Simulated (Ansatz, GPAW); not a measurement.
## methylbenzenedithiol between two Ni chains: relaxation, then transmission at several levels

How well does methylbenzenedithiol between two Ni chains conduct once its atoms have relaxed, and how much do cheaper levels lose?

Main program and level: GPAW 26.7.0 and Ansatz 0.2.0; Ansatz plane waves; relaxation of the junction with the lead ends held; PAW set soft_1, in the first sound run; inputs show where later runs differ.

**1. The starting structure**

The cell holds 31 atoms: 16 Ni, 2 S, 7 C and 6 H. Its edges and angles: a = 16.408 Å, b = 11.227 Å, c = 40.292 Å, α = 90.0°, β = 90.0°, γ = 90.0°. Regions: left lead, 8 atoms (8 Ni); channel, 15 atoms (2 S, 7 C and 6 H); right lead, 8 atoms (8 Ni). Vacuum lies along a and b. The structure is stacked along c, and the current runs across the ab planes.

**2. Relaxing the atoms**

Transmission follows bond lengths closely, so the atoms between the held lead ends are relaxed first, from a slightly shaken start that lets symmetry break.

The input, input.yaml:

```yaml
crystal:
  lattice:
    - [16.4076762891, 0.0, 0.0]
    - [0.0, 11.2273015641, 0.0]
    - [0.0, 0.0, 40.2917127116]
  atoms:
    - { symbol: Ni, position: [0.5, 0.5, 0.0268045195], spin: 1.0 }
    - { symbol: Ni, position: [0.5, 0.5, 0.0804135586], spin: 1.0 }
    - { symbol: Ni, position: [0.5, 0.5, 0.1340225976], spin: 1.0 }
    - { symbol: Ni, position: [0.5, 0.5, 0.1876316367], spin: 1.0 }
    - { symbol: Ni, position: [0.5, 0.5, 0.2412406757], spin: 1.0 }
    - { symbol: Ni, position: [0.5, 0.5, 0.2948497148], spin: 1.0 }
    - { symbol: Ni, position: [0.4992772262, 0.5007051959, 0.3489108033], spin: 1.0 }
    - { symbol: Ni, position: [0.4982224909, 0.5020512433, 0.4022577015], spin: 1.0 }
    - { symbol: S, position: [0.6041730032, 0.3909581783, 0.4223537773] }
    - { symbol: C, position: [0.5971713685, 0.3880298974, 0.4664616058] }
    - { symbol: H, position: [0.4662125586, 0.3801921626, 0.4687843164] }
    - { symbol: H, position: [0.7261835661, 0.3852300933, 0.4704118483] }
    - { symbol: C, position: [0.5239405551, 0.3767217385, 0.4818238668] }
    - { symbol: C, position: [0.6713803406, 0.3810751261, 0.4827065171] }
    - { symbol: C, position: [0.5218659585, 0.3685805917, 0.5158216262] }
    - { symbol: C, position: [0.6695768667, 0.3769024559, 0.5192272621] }
    - { symbol: H, position: [0.8008164177, 0.3742614234, 0.5194838638] }
    - { symbol: H, position: [0.46374113, 0.3701582421, 0.5291338775] }
    - { symbol: C, position: [0.5959675612, 0.3716170843, 0.5363828807] }
    - { symbol: C, position: [0.7463447296, 0.3663835005, 0.5370126143] }
    - { symbol: H, position: [0.7569597438, 0.2883759295, 0.5517186174] }
    - { symbol: H, position: [0.7526538101, 0.4453767091, 0.5533012062] }
    - { symbol: S, position: [0.588425792, 0.3642984529, 0.5789086245] }
    - { symbol: Ni, position: [0.5003311609, 0.4982696532, 0.5979471431], spin: 1.0 }
    - { symbol: Ni, position: [0.4979626066, 0.4998756041, 0.6509934259], spin: 1.0 }
    - { symbol: Ni, position: [0.5, 0.5, 0.7051502852], spin: 1.0 }
    - { symbol: Ni, position: [0.5, 0.5, 0.7587593243], spin: 1.0 }
    - { symbol: Ni, position: [0.5, 0.5, 0.8123683633], spin: 1.0 }
    - { symbol: Ni, position: [0.5, 0.5, 0.8659774024], spin: 1.0 }
    - { symbol: Ni, position: [0.5, 0.5, 0.9195864414], spin: 1.0 }
    - { symbol: Ni, position: [0.5, 0.5, 0.9731954805], spin: 1.0 }
magnetization:
  spin_polarized: true
kpoints:
  mp_grid: { grid: [1, 1, 2] }
hamiltonian:
  xc: pbe
  pseudopotentials: { kind: paw, azcp: { folder: soft_1 } }
scf:
  occupations: { method: fermi_dirac, width: 0.1 }
relax:
  f_tol: 0.03
  max_steps: 80
  constraints: [{ sites: [0, 1, 2, 3, 4, 5, 25, 26, 27, 28, 29, 30] }]
```

Started as:

```sh
ansatz run input.yaml --threads 4 --pin off --max-ram 8192MiB --backend cpu --events-out ev --progress --plain --runs-dir out
```

Numbers of over 12 decimals in the logs are rounded to 6 here.

The log of the run:

```text
projector tables: rebuilt, as memory chose (as under --projector-tables rebuilt)
Engine: ansatz 0.2.0, aarch64-unknown-linux-gnu
Pseudopotentials: kind: paw
Pseudopotential: Ni, paw, valence charge 18, recommended cutoff 420 eV (normal), soft_1/Ni.paw.azcp
Pseudopotential: S, paw, valence charge 6, recommended cutoff 420 eV (normal), soft_1/S.paw.azcp
Pseudopotential: C, paw, valence charge 4, recommended cutoff 420 eV (normal), soft_1/C.paw.azcp
Pseudopotential: H, paw, valence charge 1, recommended cutoff 420 eV (normal), soft_1/H.paw.azcp
Functional definition: PBE
  parameter kappa = 0.804
  parameter beta = 0.066725
  exchange = pbe_x(kappa = kappa, mu = beta*pi^2/3)
  correlation = pbe_c(beta = beta)
Crystal: 31 atoms, lattice volume = 7422.295 Å³
Basis set: ecut = 420 eV, 145129 PW (Γ), exchange–correlation on 240×160×540 points (8 copies of the dense FFT grid, shifted against one another)
Bands: 210, of which v1, the nominal top of the filled ones, is band 167 counted from 1 (166 counted from 0)
Symmetry: 1 space group operations
Space group: P1 (ITA 1), of the structure as read, at distance tolerance 2.0e-4 Å
Magnetic group: BNS 1.1 (UNI 1), of the structure as read, at distance tolerance 2.0e-4 Å
k-points: 2
Non-local potential: Ni, projectors of the file, l = 0: 3, l = 1: 2, l = 2: 3, l = 3: 1
Non-local potential: S, projectors of the file, l = 0: 2, l = 1: 2, l = 2: 1
Non-local potential: C, projectors of the file, l = 0: 2, l = 1: 2, l = 2: 1
Non-local potential: H, projectors of the file, l = 0: 2, l = 1: 1
PAW form: soft (Blöchl's): semilocal exchange-correlation on the pseudo side does not see the compensation charge
PAW one-centre angular grid: Ni, 590 points (default); XC on 64 Gauss nodes
PAW one-centre angular grid: S, 110 points (default); XC on 64 Gauss nodes
PAW one-centre angular grid: C, 110 points (default); XC on 64 Gauss nodes
PAW one-centre angular grid: H, 110 points (default); XC on 64 Gauss nodes
Initial density: superposition of atomic densities (neutral atoms: chi_scale 0, normalization atom)
Starting moments: Σ|m| = 16 μB on 16 of 31 sites
Initial wavefunctions: pseudopotential atomic-orbital guess
Functional: x = pbe(κ = 0.804, μ = 0.219515), c = pbe(β = 0.066725)
SCF iter   1: F=—  HF=-97035.902561 eV  |F-HF|=—  |Δ(HF+E_count)|=         —  Δρ=1.85e-2 (↑1.85e-2 ↓9.60e-3)  dr2=5.58e1  dr2_m=3.12e0  M=19.505 μB ∫|m|=19.653 μB  β_m=0.30  ethr=3.10e-3  ⟨swp⟩=15.8  Hψ=7820  notcnv=0  defer=74
Mixer restart at iter 1: flushing history
preconditioner: auto → LDOS  [metal: Δε(μ)=0.011 eV  Ē_g=5.370 eV  σ=0.100 eV  W_gap=0.03  n_scr=524 (ndim 8)  ℏωp=6.1 eV  f_vac=0.854  D(μ)=60.79/eV (n_scr^D=220)]
spin=Collinear: LDOS preconditioning applied to the charge; magnetization (m = ρ↑ − ρ↓) channel mixes plain (no charge-response kernel on spin).
SCF iter   2: F=—  HF=-97038.481808 eV  |F-HF|=—  |Δ(HF+E_count)|=    2.58e0  Δρ=9.56e-3 (↑9.56e-3 ↓6.46e-3)  dr2=1.51e1  dr2_m=2.02e0  M=19.972 μB ∫|m|=20.207 μB  β_m=0.45  ethr=3.10e-3  ⟨swp⟩=3.0  Hψ=2269  notcnv=0  defer=74
SCF iter   3: F=—  HF=-97045.458907 eV  |F-HF|=—  |Δ(HF+E_count)|=    6.98e0  Δρ=2.64e-3 (↑2.64e-3 ↓2.27e-3)  dr2=1.58e0  dr2_m=2.07e-1  M=19.547 μB ∫|m|=20.021 μB  β_m=0.54  ethr=3.10e-3  ⟨swp⟩=6.2  Hψ=2421  notcnv=0  defer=59
SCF iter   4: F=—  HF=-97047.663136 eV  |F-HF|=—  |Δ(HF+E_count)|=    2.20e0  Δρ=1.38e-3 (↑1.38e-3 ↓1.14e-3)  dr2=3.13e-1  dr2_m=3.94e-2  M=18.982 μB ∫|m|=19.644 μB  β_m=0.57  ethr=4.74e-4  ⟨swp⟩=4.8  Hψ=2277  notcnv=0  defer=58
SCF iter   5: F=—  HF=-97047.839072 eV  |F-HF|=—  |Δ(HF+E_count)|=   1.76e-1  Δρ=9.27e-4 (↑8.78e-4 ↓9.27e-4)  dr2=3.84e-2  dr2_m=4.89e-2  M=18.507 μB ∫|m|=19.213 μB  β_m=0.78  ethr=9.39e-5  ⟨swp⟩=2.5  Hψ=1923  notcnv=0  defer=58
SCF iter   6: F=—  HF=-97047.964327 eV  |F-HF|=—  |Δ(HF+E_count)|=         —  Δρ=7.53e-4 (↑6.53e-4 ↓7.53e-4)  dr2=2.34e-2  dr2_m=2.73e-2  M=18.132 μB ∫|m|=18.851 μB  β_m=0.78  ethr=1.15e-5  ⟨swp⟩=3.5  Hψ=2504  notcnv=0  defer=58
SCF iter   7: F=—  HF=-97047.977083 eV  |F-HF|=—  |Δ(HF+E_count)|=   1.28e-2  Δρ=2.90e-4 (↑1.11e-4 ↓2.90e-4)  dr2=4.50e-3  dr2_m=2.02e-3  M=18.019 μB ∫|m|=18.735 μB  β_m=0.84  ethr=6.99e-6  ⟨swp⟩=2.2  Hψ=2115  notcnv=0  defer=58
SCF iter   8: F=—  HF=-97047.979962 eV  |F-HF|=—  |Δ(HF+E_count)|=   2.88e-3  Δρ=1.71e-4 (↑1.04e-4 ↓1.71e-4)  dr2=3.51e-3  dr2_m=1.52e-4  M=17.997 μB ∫|m|=18.713 μB  β_m=0.70  ethr=1.35e-6  ⟨swp⟩=2.0  Hψ=2368  notcnv=0  defer=58
SCF iter   9: F=—  HF=-97047.979645 eV  |F-HF|=—  |Δ(HF+E_count)|=   3.17e-4  Δρ=6.07e-5 (↑1.94e-5 ↓6.07e-5)  dr2=1.91e-4  dr2_m=6.13e-5  M=17.992 μB ∫|m|=18.707 μB  β_m=0.83  ethr=1.05e-6  ⟨swp⟩=2.0  Hψ=2095  notcnv=0  defer=58
SCF iter  10: F=—  HF=-97047.979847 eV  |F-HF|=—  |Δ(HF+E_count)|=   2.03e-4  Δρ=3.24e-5 (↑2.04e-5 ↓3.24e-5)  dr2=1.12e-4  dr2_m=1.31e-5  M=17.991 μB ∫|m|=18.704 μB  β_m=0.78  ethr=5.73e-8  ⟨swp⟩=2.5  Hψ=2492  notcnv=0  defer=58
SCF iter  11: F=—  HF=-97047.979873 eV  |F-HF|=—  |Δ(HF+E_count)|=   2.56e-5  Δρ=2.47e-5 (↑1.04e-5 ↓2.47e-5)  dr2=4.41e-5  dr2_m=8.85e-6  M=17.992 μB ∫|m|=18.705 μB  β_m=0.78  ethr=3.35e-8  ⟨swp⟩=3.0  Hψ=2146  notcnv=0  defer=58
SCF iter  12: F=—  HF=-97047.979892 eV  |F-HF|=—  |Δ(HF+E_count)|=   1.92e-5  Δρ=1.59e-5 (↑4.21e-6 ↓1.59e-5)  dr2=7.60e-6  dr2_m=4.50e-6  M=17.993 μB ∫|m|=18.705 μB  β_m=0.89  ethr=1.32e-8  ⟨swp⟩=3.0  Hψ=2325  notcnv=0  defer=58
SCF iter  13: F=—  HF=-97047.979916 eV  |F-HF|=—  |Δ(HF+E_count)|=   2.38e-5  Δρ=1.38e-5 (↑5.30e-6 ↓1.38e-5)  dr2=8.54e-6  dr2_m=2.95e-6  M=17.993 μB ∫|m|=18.706 μB  β_m=0.95  ethr=2.28e-9  ⟨swp⟩=3.0  Hψ=2394  notcnv=0  defer=58
SCF iter  14: F=—  HF=-97047.979931 eV  |F-HF|=—  |Δ(HF+E_count)|=   1.47e-5  Δρ=1.18e-5 (↑4.92e-6 ↓1.18e-5)  dr2=5.82e-6  dr2_m=2.64e-6  M=17.994 μB ∫|m|=18.707 μB  β_m=0.97  ethr=2.28e-9  ⟨swp⟩=2.0  Hψ=2389  notcnv=0  defer=58
SCF iter  15: F=—  HF=-97047.979941 eV  |F-HF|=—  |Δ(HF+E_count)|=   1.07e-5  Δρ=2.12e-5 (↑2.94e-6 ↓2.12e-5)  dr2=4.37e-5  dr2_m=7.27e-6  M=17.993 μB ∫|m|=18.706 μB  β_m=0.99  ethr=1.74e-9  ⟨swp⟩=2.0  Hψ=2362  notcnv=0  defer=58
SCF iter  16: F=-97047.979944 eV  HF=-97047.979955 eV  |F-HF|=1.04e-5  |Δ(HF+E_count)|=   1.35e-5  Δρ=1.12e-5 (↑4.24e-6 ↓1.12e-5)  dr2=1.31e-5  dr2_m=1.44e-6  M=17.994 μB ∫|m|=18.708 μB  ethr=1.74e-9  ⟨swp⟩=2.0  Hψ=4276  notcnv=0
SCF 1 converged in 16 iterations: F = -97047.979944 eV  dr2 = 1.31e-5
  greatest PAW one-centre occupation: 1.001 electrons in one spin orbital (limit 2), on the Ni atom at site 7 (counted from 0), in its partial waves of l = 1
[...]
SCF iter   2: F=—  HF=-97050.054962 eV  |F-HF|=—  |Δ(HF+E_count)|=   9.30e-3  Δρ=1.82e-4 (↑1.53e-4 ↓1.82e-4)  dr2=3.35e-3  dr2_m=2.56e-4  M=17.592 μB ∫|m|=18.598 μB  β_m=0.50  ethr=9.63e-7  ⟨swp⟩=4.0  Hψ=3438  notcnv=0
SCF iter   3: F=—  HF=-97050.055380 eV  |F-HF|=—  |Δ(HF+E_count)|=   4.19e-4  Δρ=9.11e-5 (↑7.40e-5 ↓9.11e-5)  dr2=5.70e-4  dr2_m=6.91e-5  M=17.592 μB ∫|m|=18.598 μB  β_m=0.67  ethr=9.63e-7  ⟨swp⟩=3.0  Hψ=1611  notcnv=0
SCF iter   4: F=—  HF=-97050.055709 eV  |F-HF|=—  |Δ(HF+E_count)|=   3.29e-4  Δρ=2.08e-5 (↑1.01e-5 ↓2.08e-5)  dr2=3.62e-5  dr2_m=5.70e-6  M=17.592 μB ∫|m|=18.598 μB  β_m=0.64  ethr=1.71e-7  ⟨swp⟩=4.5  Hψ=1831  notcnv=0
SCF iter   5: F=—  HF=-97050.055728 eV  |F-HF|=—  |Δ(HF+E_count)|=   1.93e-5  Δρ=9.46e-6 (↑9.46e-6 ↓5.42e-6)  dr2=5.76e-6  dr2_m=1.79e-6  M=17.592 μB ∫|m|=18.598 μB  β_m=0.72  ethr=1.08e-8  ⟨swp⟩=5.0  Hψ=2245  notcnv=0
SCF iter   6: F=—  HF=-97050.055731 eV  |F-HF|=—  |Δ(HF+E_count)|=   2.64e-6  Δρ=4.03e-6 (↑4.03e-6 ↓3.41e-6)  dr2=9.18e-7  dr2_m=7.02e-7  M=17.592 μB ∫|m|=18.598 μB  β_m=0.86  ethr=1.72e-9  ⟨swp⟩=4.0  Hψ=1818  notcnv=0
SCF iter   7: F=—  HF=-97050.055735 eV  |F-HF|=—  |Δ(HF+E_count)|=   4.10e-6  Δρ=2.24e-6 (↑2.24e-6 ↓2.23e-6)  dr2=8.70e-7  dr2_m=1.08e-7  M=17.592 μB ∫|m|=18.598 μB  β_m=0.81  ethr=2.75e-10  ⟨swp⟩=4.0  Hψ=2323  notcnv=0
SCF iter   8: F=—  HF=-97050.055736 eV  |F-HF|=—  |Δ(HF+E_count)|=   1.01e-6  Δρ=1.31e-6 (↑9.01e-7 ↓1.31e-6)  dr2=1.96e-7  dr2_m=1.43e-8  M=17.592 μB ∫|m|=18.598 μB  β_m=0.77  ethr=2.61e-10  ⟨swp⟩=4.0  Hψ=2121  notcnv=0
SCF iter   9: F=—  HF=-97050.055736 eV  |F-HF|=—  |Δ(HF+E_count)|=   2.16e-7  Δρ=7.24e-7 (↑4.70e-7 ↓7.24e-7)  dr2=3.44e-8  dr2_m=8.00e-9  M=17.592 μB ∫|m|=18.597 μB  β_m=0.86  ethr=5.86e-11  ⟨swp⟩=4.0  Hψ=2036  notcnv=0
SCF iter  10: F=-97050.055736 eV  HF=-97050.055736 eV  |F-HF|=7.03e-8  |Δ(HF+E_count)|=   1.71e-8  Δρ=8.11e-7 (↑2.14e-7 ↓8.11e-7)  dr2=4.25e-8  dr2_m=8.79e-9  M=17.592 μB ∫|m|=18.597 μB  ethr=1.33e-11 (applied; sched 1.03e-11)  ⟨swp⟩=4.2  Hψ=2218  notcnv=0
SCF 35 converged in 10 iterations: F = -97050.055736 eV  dr2 = 4.25e-8
  Residual-converged pass: ⟨swp⟩=2.0  Hψ=1152  notcnv=0  max |occ|·‖R‖ = 6.3e-6 eV (tolerance 6.7e-6 eV)  dr2=4.27e-8  dr2_m=8.84e-9  dr2_onsite=2.22e-8  max |Δocc| = 2.1e-12
relax step  35: F+E_penalty+E_count = -97050.05573637 eV  Δ(F+E_penalty+E_count) = -2.390e-4 eV  max|allowed force component| = 7.812e-3 eV/Å  Δτ_max = 0.0352 Å  (10 SCF iters, accepted)
SCF converged after 10 iterations
Magnetization: 17.5920 μB (175.7960 up, 158.2040 down)
Absolute magnetization: 18.6029 μB (∫|ρ↑−ρ↓|, with the PAW one-centre terms)
Spin contamination: 0.2442 ħ² per cell (⟨S²⟩ above its minimum at these occupations)
Per-site moments (μB) at R_I (Å): [(1.091940, 0.891000), (1.087322, 0.891000), (1.094317, 0.891000), (1.073238, 0.891000), (1.103457, 0.891000), (1.038892, 0.891000), (0.999717, 0.905846), (0.871492, 0.866681), (0.046993, 0.727791), (0.0055339, 0.582133), (-6.662405284155867e-5, 0.449658), (-0.000124875, 0.450281), (0.00248287, 0.449658), (0.00383841, 0.450281), (0.00335284, 0.449918), (0.00401895, 0.575684), (0.0005 [...]
Free energy (F): -97050.055736 eV
Harris-Foulkes:  -97050.055736 eV  (|F-HF|=7.03e-8)
Internal energy: -97048.591593 eV  (E = F + TS)
E sigma→0 (E₀):  -97049.323665 eV
Entropy (-TS):   -1.464144 eV (-47.230 meV/atom)
Fermi energy:    -4.114130 eV
--- Per-component energies (eV) ---
  E_band       = -11286.630746
  E_kinetic    = 6292.259549
  E_local      = -176300.929366  (includes V_loc(G=0)·N_el)
  E_nonlocal   = -1532.824541
  E_hartree    = 86507.796937
  E_xc         = -2297.097036
  E_vxc        = -2873.177927  (∫ρ·V_xc dr)
  E_paw        = -28551.122827  (= ΣΔE_a)
  E_vpaw       = -9887.558240  (= ΣTr[D̂ρ^β])
  E_aug_tail   = 0.008383  (compensation charges beyond the density's cutoff)
  E_ewald      = 18833.317308
  E_smearing   = -1.464144  (= −TS)
  E_closure    = 0.000000  (closes the sum)
  Σ components = -97050.055736   (vs F -97050.055736, Δ=0.00e0)
--- Forces (eV/Å), atoms counted from 1 ---
  atom   1  Ni    -0.00101576     0.00696950     0.04547185
  atom   2  Ni     0.00358705    -0.00244066    -0.02373847
  atom   3  Ni    -0.00095893    -0.00197197    -0.04975437
  atom   4  Ni    -0.01345045     0.02035483     0.10259612
  atom   5  Ni     0.10515852    -0.14704086     0.05531147
  atom   6  Ni    -0.10660557     0.12291248     0.56847133
  atom   7  Ni     0.00117258    -0.00040897     0.00059752
  atom   8  Ni     0.00046390     0.00012016     0.00170321
  atom   9  S     -0.00394932     0.00239954     0.00131565
  atom  10  C      0.00635830    -0.00141297    -0.00194707
  atom  11  H      0.00086286     0.00140336     0.00211784
  atom  12  H     -0.00137355    -0.00004333     0.00020697
  atom  13  C     -0.00573822    -0.00066260     0.00677037
  atom  14  C     -0.00274667     0.00073729     0.00270256
  atom  15  C      0.00388590     0.00368985    -0.00781215
  atom  16  C      0.00550911     0.00249962    -0.00484086
  atom  17  H     -0.00174473     0.00104864     0.00177708
  atom  18  H     -0.00048931     0.00027885     0.00092733
  atom  19  C     -0.00419062    -0.00567160     0.00130140
  atom  20  C     -0.00504814    -0.00660941    -0.00261010
  atom  21  H      0.00023158     0.00248506    -0.00231565
  atom  22  H      0.00164565     0.00072951    -0.00019050
  atom  23  S     -0.00148089    -0.00009346    -0.00012476
  atom  24  Ni     0.00140826     0.00152513     0.00060382
  atom  25  Ni    -0.00071400    -0.00601887    -0.00399649
  atom  26  Ni     0.11950558     0.12802465    -0.56124250
  atom  27  Ni    -0.11207874    -0.14461925    -0.06173283
  atom  28  Ni     0.01304287     0.01875748    -0.10038046
  atom  29  Ni     0.00156891    -0.00134080     0.05256148
  atom  30  Ni    -0.00366898    -0.00250226     0.02059643
  atom  31  Ni     0.00094102     0.00686073    -0.04432107
  max |Σ_I F_I| component: 8.82e-5 eV/Å
--- Relaxed structure (35 steps of the walk, 35 accepted, 0 SCFs on fresh bases) ---
  F+E_penalty+E_count = -97050.05573637 eV   max|allowed force component| = 7.812e-3 eV/Å
  atoms:
    - { symbol: Ni, position: [0.5, 0.5, 0.026805] }
    - { symbol: Ni, position: [0.5, 0.5, 0.0804135586] }
    - { symbol: Ni, position: [0.5, 0.5, 0.134023] }
    - { symbol: Ni, position: [0.5, 0.5, 0.1876316367] }
    - { symbol: Ni, position: [0.5, 0.5, 0.2412406757] }
    - { symbol: Ni, position: [0.5, 0.5, 0.2948497148] }
    - { symbol: Ni, position: [0.551538, 0.398250, 0.336397] }
    - { symbol: Ni, position: [0.512629, 0.481879, 0.383221] }
    - { symbol: S, position: [0.577190, 0.488577, 0.428215] }
    - { symbol: C, position: [0.529008, 0.478610, 0.467264] }
    - { symbol: H, position: [0.402613, 0.459896, 0.452159] }
    - { symbol: H, position: [0.646430, 0.493790, 0.491123] }
    - { symbol: C, position: [0.444562, 0.466842, 0.473049] }
    - { symbol: C, position: [0.580930, 0.485697, 0.495302] }
    - { symbol: C, position: [0.414759, 0.464153, 0.505245] }
    - { symbol: C, position: [0.551995, 0.484668, 0.527872] }
    - { symbol: H, position: [0.673603, 0.499396, 0.548075] }
    - { symbol: H, position: [0.349359, 0.455130, 0.509394] }
    - { symbol: C, position: [0.466644, 0.474501, 0.533253] }
    - { symbol: C, position: [0.610088, 0.495249, 0.556478] }
    - { symbol: H, position: [0.604157, 0.418665, 0.573510] }
    - { symbol: H, position: [0.597450, 0.576335, 0.571079] }
    - { symbol: S, position: [0.417377, 0.478071, 0.572114] }
    - { symbol: Ni, position: [0.487856, 0.480320, 0.615635] }
    - { symbol: Ni, position: [0.446762, 0.403373, 0.662961] }
    - { symbol: Ni, position: [0.5, 0.5, 0.7051502852] }
    - { symbol: Ni, position: [0.5, 0.5, 0.7587593243] }
    - { symbol: Ni, position: [0.5, 0.5, 0.8123683633] }
    - { symbol: Ni, position: [0.5, 0.5, 0.8659774024] }
    - { symbol: Ni, position: [0.5, 0.5, 0.9195864414] }
    - { symbol: Ni, position: [0.5, 0.5, 0.973195] }
```

The job ended after 2.5 h (4 threads of Arm Neoverse V2, shared host; peak memory 7.7 GiB).

Step by step (22 of 35):

| step | energy less that of the first step (eV) | largest force component (eV/Å) |
| --- | --- | --- |
| 1 | 0.0000 | 4.3749 |
| 3 | -0.9721 | 0.9274 |
| 4 | -1.1380 | 0.2410 |
| 6 | -1.3763 | 0.3131 |
| 7 | -1.5019 | 0.2644 |
| 9 | -1.7007 | 0.1426 |
| 11 | -1.8193 | 0.1329 |
| 12 | -1.8434 | 0.1652 |
| 14 | -1.8767 | 0.1880 |
| 16 | -1.9148 | 0.0991 |
| 17 | -1.9287 | 0.0995 |
| 19 | -1.9497 | 0.1654 |
| 20 | -1.9589 | 0.1501 |
| 22 | -1.9793 | 0.1605 |
| 24 | -1.9978 | 0.2677 |
| 25 | -2.0082 | 0.2635 |
| 27 | -2.0376 | 0.2716 |
| 29 | -2.0574 | 0.2530 |
| 30 | -2.0636 | 0.1850 |
| 32 | -2.0737 | 0.0572 |
| 33 | -2.0750 | 0.0328 |
| 35 | -2.0758 | 0.0078 |

The atoms that moved most (Å):

| atom | dx | dy | dz | length |
| --- | --- | --- | --- | --- |
| S23 | -2.807 | 1.277 | -0.274 | 3.096 |
| H21 | -2.507 | 1.463 | 0.878 | 3.033 |
| H22 | -2.547 | 1.470 | 0.716 | 3.026 |
| C20 | -2.236 | 1.447 | 0.784 | 2.776 |
| H17 | -2.087 | 1.405 | 1.152 | 2.767 |
| C19 | -2.122 | 1.155 | -0.126 | 2.419 |
| C16 | -1.929 | 1.210 | 0.348 | 2.304 |
| H18 | -1.877 | 0.954 | -0.795 | 2.251 |

Numbers from this step:

```
free energy            : -97050.0557 eV
smearing term TS       : 1.464 eV
total moment           : 17.59 μB
absolute magnetization : 18.60 μB
symmetry operations    : 1
```

Site moment by element, in μB:

| element | atoms | mean | spread (r.m.s.) | least | largest |
| --- | --- | --- | --- | --- | --- |
| Ni | 16 | 1.04 | 0.08 | 0.86 | 1.10 |
| S | 2 | 0.05 | 0.00 | 0.05 | 0.05 |
| C | 7 | 0.00 | 0.00 | 0.00 | 0.01 |
| H | 6 | 0.00 | 0.00 | 0.00 | 0.00 |

The atoms farthest from the mean of their element:

| atom | x, y, z (Å) | site moment (μB) |
| --- | --- | --- |
| Ni24 | 8.00, 5.39, 24.81 | 0.86 |
| Ni8 | 8.41, 5.41, 15.44 | 0.87 |
| Ni5 | 8.20, 5.61, 9.72 | 1.10 |
| Ni27 | 8.20, 5.61, 30.57 | 1.10 |
| Ni3 | 8.20, 5.61, 5.40 | 1.09 |
| Ni29 | 8.20, 5.61, 34.89 | 1.09 |
| Ni31 | 8.20, 5.61, 39.21 | 1.09 |
| Ni1 | 8.20, 5.61, 1.08 | 1.09 |

The relaxation lowered the energy of the cell by 2.08 eV.

(Part 1 of 4 ends here.)

[Logs are printed without paths, hosts, clocks, repeated set-up lines and the standing remarks that a program may print on its own settings, such as how far it seeks lower states.]

[Hosts, paths, dates, database ids (printed as entryN), source tags and the programs' standing remarks are cut or masked in the printed files.]
